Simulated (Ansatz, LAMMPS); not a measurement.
# Electronic structure of glassy 68SiO2-14MgO-11ZnO-7BaO (mol %) (75 atoms), part 2 of 2

Wanted: forces, charges and levels of glassy 68SiO2-14MgO-11ZnO-7BaO (mol %) (75 atoms).

Ansatz 0.2.0; Kohn-Sham DFT, LDA, PAW (set soft_2), plane waves.

The cell: 19 Si, 4 Mg, 3 Zn, 2 Ba and 47 O. The quench rate of 25 K/ps is many orders above laboratory rates. The starting topology of bonds comes from the classical model. Only the Γ point is sampled, in a cell whose shortest periodic width is 10 Å. Spin–orbit coupling is left out.

So far. Step 3 (Plane-wave single point): Valence density in the ac plane at fractional y = 0.702, with atoms of Si and Mg and Zn and O within 0.2 Å of it. It is the smooth field of the valence electrons, not physical close to the nuclei.

### 3. Plane-wave single point (continued)

Electrostatic potential energy in the ac plane at fractional y = 0.702, with atoms of Si and Mg and Zn and O within 0.2 Å of it. With pseudopotentials it is smooth inside the atoms' cores, unlike the true potential.

Ten even steps from '0' (-39 eV) to '9' (11 eV), each cell a mean:
```
523689999999741037999999997
412689999999610006899999987
756789999999720016899999998
888899999999863353258999998
989999999999988872027788999
999999999999999995346568999
888899999999999999875457899
865689999999999999987643489
610168999999889999998720158
500058999997348999999951278
621268999986337999999997898
876788999998779999999999999
988899999999999999999999999
899999999999999999999999998
789999899999999999999988877
378998888999999988899634631
048888767899999843468634300
058998656899998520147877400
478998756899998520138998732
889999888999999743368999887
999999999999999987889999998
999999999999999966899999999
988899999999999733699999999
766889999999887655899999998
```
Columns run along a (9.7 Å; values clipped at the 3rd and 97th percentile), rows up along c (9.7 Å). Atoms in or near the plane, at fractional coordinates: Si at (0.55, 0.92), Si at (0.97, 0.28), Mg at (0.08, 0.60), Zn at (0.65, 0.24), O at (0.87, 0.63).

Mean Löwdin charges: Ba +1.85, Mg +1.60, O -0.86, Si +1.67, Zn +1.49 e (they miss 1.3 % of the electrons, so they add up to more than the cell's charge).

### 4. Local order

Bonds and neighbours are counted at the geometry of the runs.

Density 3.37 g/cm³, 12.17 Å³ an atom.

Pair distribution functions g(r), in bins of 0.2 Å:

```
r (Å)  total   O-O  O-Si  O-Mg  O-Zn  O-Ba  Si-Si
 1.50   1.47  0.00  4.63  0.00  0.00  0.00   0.00
 1.70   2.28  0.00  7.17  0.00  0.00  0.00   0.00
 1.90   0.44  0.00  0.00  3.00  4.79  0.00   0.00
 2.10   0.39  0.00  0.00  3.57  3.08  0.00   0.00
 2.30   0.08  0.00  0.00  1.14  0.00  0.00   0.00
 2.50   0.88  2.14  0.00  0.29  0.44  0.00   0.00
 2.70   1.53  3.46  0.11  0.00  0.00  4.17   0.00
 2.90   0.61  1.06  0.05  0.00  0.30  2.29   0.68
 3.10   1.21  1.16  0.54  0.79  0.27  1.65   4.37
 3.30   1.09  0.79  0.88  1.41  0.92  0.72   0.96
 3.50   1.06  0.82  1.33  1.28  1.05  0.64   0.00
 3.70   1.12  0.74  1.55  1.54  1.72  0.29   0.72
 3.90   1.08  0.87  1.50  1.00  1.16  0.00   1.20
 4.10   1.17  0.49  2.12  0.92  0.92  1.36   1.94
 4.30   0.96  0.59  1.43  0.95  1.54  0.84   1.18
 4.50   0.86  0.70  0.74  1.83  1.79  1.69   0.69
 4.70   0.94  1.18  0.70  0.71  1.16  1.04   1.01
```

Bonds by pair of elements; cutoffs follow the first minimum of g(r), held within bounds set by covalent radii, and pairs that aren't listed don't count as bonded:

```
pair A-B  cutoff (Å)  bonds  mean length (Å)  spread (Å)  shortest (Å)  B about A  A about B
    O-Si        2.12     76             1.62       0.046          1.52       1.62          4
    O-Mg        2.48     17             2.08       0.103          1.94      0.362       4.25
    O-Zn        2.27     12             1.99       0.066          1.90      0.255          4
    O-Ba        3.38     19             2.90       0.188          2.61      0.404        9.5
```

The cutoff for O-Ba falls short of the minimum of g(r), so counts run low and odd coordinations can be artefacts.

How many atoms have how many bonded neighbours:

```
element  mean   2   3   4  5  9  10
     Ba   9.5   0   0   0  0  1   1
     Mg  4.25   0   0   3  1  0   0
      O  2.64  21  22   4  0  0   0
     Si     4   0   0  19  0  0   0
     Zn     4   0   0   3  0  0   0
```

Bond angles (no mean is given where the spread exceeds 20°):

```
  angle  count  mean (°)  spread (°)
 O-Si-O    114       109         6.4
Ba-O-Si     30       102        17.1
Si-O-Si     29       148        11.4
 O-Mg-O     28       108        19.2
Mg-O-Si     20       128        16.7
```

Oxygen atoms by the number of network formers (Si, P, Ge, B, Al, As, Ga) bound to them:

```
network formers bound to O  O atoms  per cent
                         0        0         0
                         1       18      38.3
                         2       29      61.7
```

Network units: each former by its oxygen neighbours and how many of them bridge to another former:

```
former  O neighbours  bridging O  atoms
    Si             4           2      5
    Si             4           3      8
    Si             4           4      6
```

Bond length by coordination (bonds to H left out):

```
element  coordination  atoms  mean bond length (Å)
     Ba             9      1                  2.85
     Ba            10      1                  2.95
     Mg             4      3                  2.06
     Mg             5      1                  2.13
      O             2     21                  1.67
      O             3     22                  1.99
      O             4      4                  2.24
```

Rings of the network by King's shortest-path rule, up to 12 atoms, one path for each pair of neighbours; H, halogens, alkali and alkaline-earth atoms are left out, and the last column divides by all other atoms, bonded or not:

```
ring size (atoms)  rings  per network atom
                6      2             0.029
                8      3             0.043
               10      9              0.13
               12      8             0.116
```

First main peaks of g(r), for some of the pairs, lie near 2.6 Å (O-O), 1.6 Å (O-Si), 2.0 Å (O-Mg), 2.0 Å (O-Zn), 2.8 Å (O-Ba) and 3.1 Å (Si-Si). The O-Si-O angle averages 109° with a spread of 6°. Counting bonds to Si alone, not to Zn, 62 % of the oxygens join two of these atoms and 38 % one. The commonest Si unit has 4 oxygens, 3 of them shared with other formers (8 of 19 atoms). Rings of 10 atoms are the most common (41 % of those counted); sizes run from 6 to 12, where the search stops.

A closer look about O68, whose charge lies farthest from its element's mean: 13 atoms, nearest first, numbered in the order of the input, with positions taken from that point.

```
atom      x      y      z  distance (Å)  bonds  Löwdin charge (e)     Fx     Fy  Fz (eV/Å)
 O68   0.00   0.00   0.00          0.00      4              -1.06   1.42  -1.49      -0.80
Si12  -0.85   0.93   0.96          1.58      4               1.61  -1.84  -0.39       0.17
Mg20  -0.90  -1.26  -1.35          2.06      4               1.59   0.16   0.67       0.04
Mg22   2.04   0.28  -0.27          2.08      4               1.62  -0.06  -0.34       0.17
 O64   0.08   1.36   2.16          2.55      3              -1.03   1.38   0.47       1.75
 O31  -1.70   1.92   0.06          2.57      2              -0.79  -0.11   0.93      -0.14
 O38  -1.93  -0.11   1.72          2.59      3              -0.81   0.14  -0.57      -0.38
Ba28   0.33  -2.09   1.75          2.75      9               1.85  -0.06  -0.60       0.02
 O40   2.23  -1.68  -0.26          2.80      3              -1.01   0.53   2.00       1.01
 O48   1.42   1.47  -2.15          2.97      3              -0.81   0.42  -0.73       0.85
 O33  -0.42  -0.28  -2.96          3.00      3              -1.00  -1.40  -1.11       0.83
 O46   0.20  -2.89  -1.11          3.10      4              -1.05  -2.00   0.34      -0.40
 O62   1.05   3.14  -0.06          3.31      2              -0.76  -0.20  -1.48      -0.02
```

The column of bonds counts only the pairs O-Si within 2.12 Å, O-Mg within 2.48 Å, O-Zn within 2.27 Å, O-Ba within 3.38 Å; other neighbours, such as metal atoms beside each other in a compound, aren't counted, and periodic images can show an atom twice.

### 5. What came out

```yaml
free_energy_per_atom: -888.6009 eV/atom
pressure: -1.704 GPa
r_m_s_force_component: 0.8682 eV/Å
spacing_of_highest_filled_and_lowest_empty_level: 2.69 eV
wall_time_of_the_1_dft_run: 6.3 s
```

What this shows: Between filled and empty levels lie 2.69 eV (at Γ alone); a local or semilocal functional tends to put such gaps too low. In a disordered cell it changes from sample to sample, and tail or defect levels can set it.

Caveats: The geometry was minimised with a classical potential after classical dynamics and isn't relaxed at this level: its force components are 0.87 eV/Å r.m.s. The stress is far from hydrostatic: its diagonal is -3.8, -1.0, -0.3 GPa, compression counted positive. The pressure of -1.7 GPa belongs to a cell and atoms that aren't relaxed at this level.

[Logs are printed without paths, hosts, clocks, repeated set-up lines and the standing remarks that a program may print on its own settings, such as how far it seeks lower states.]

[Hosts, paths, dates, database ids (printed as entryN), source tags and the programs' standing remarks are cut or masked in the printed files.]
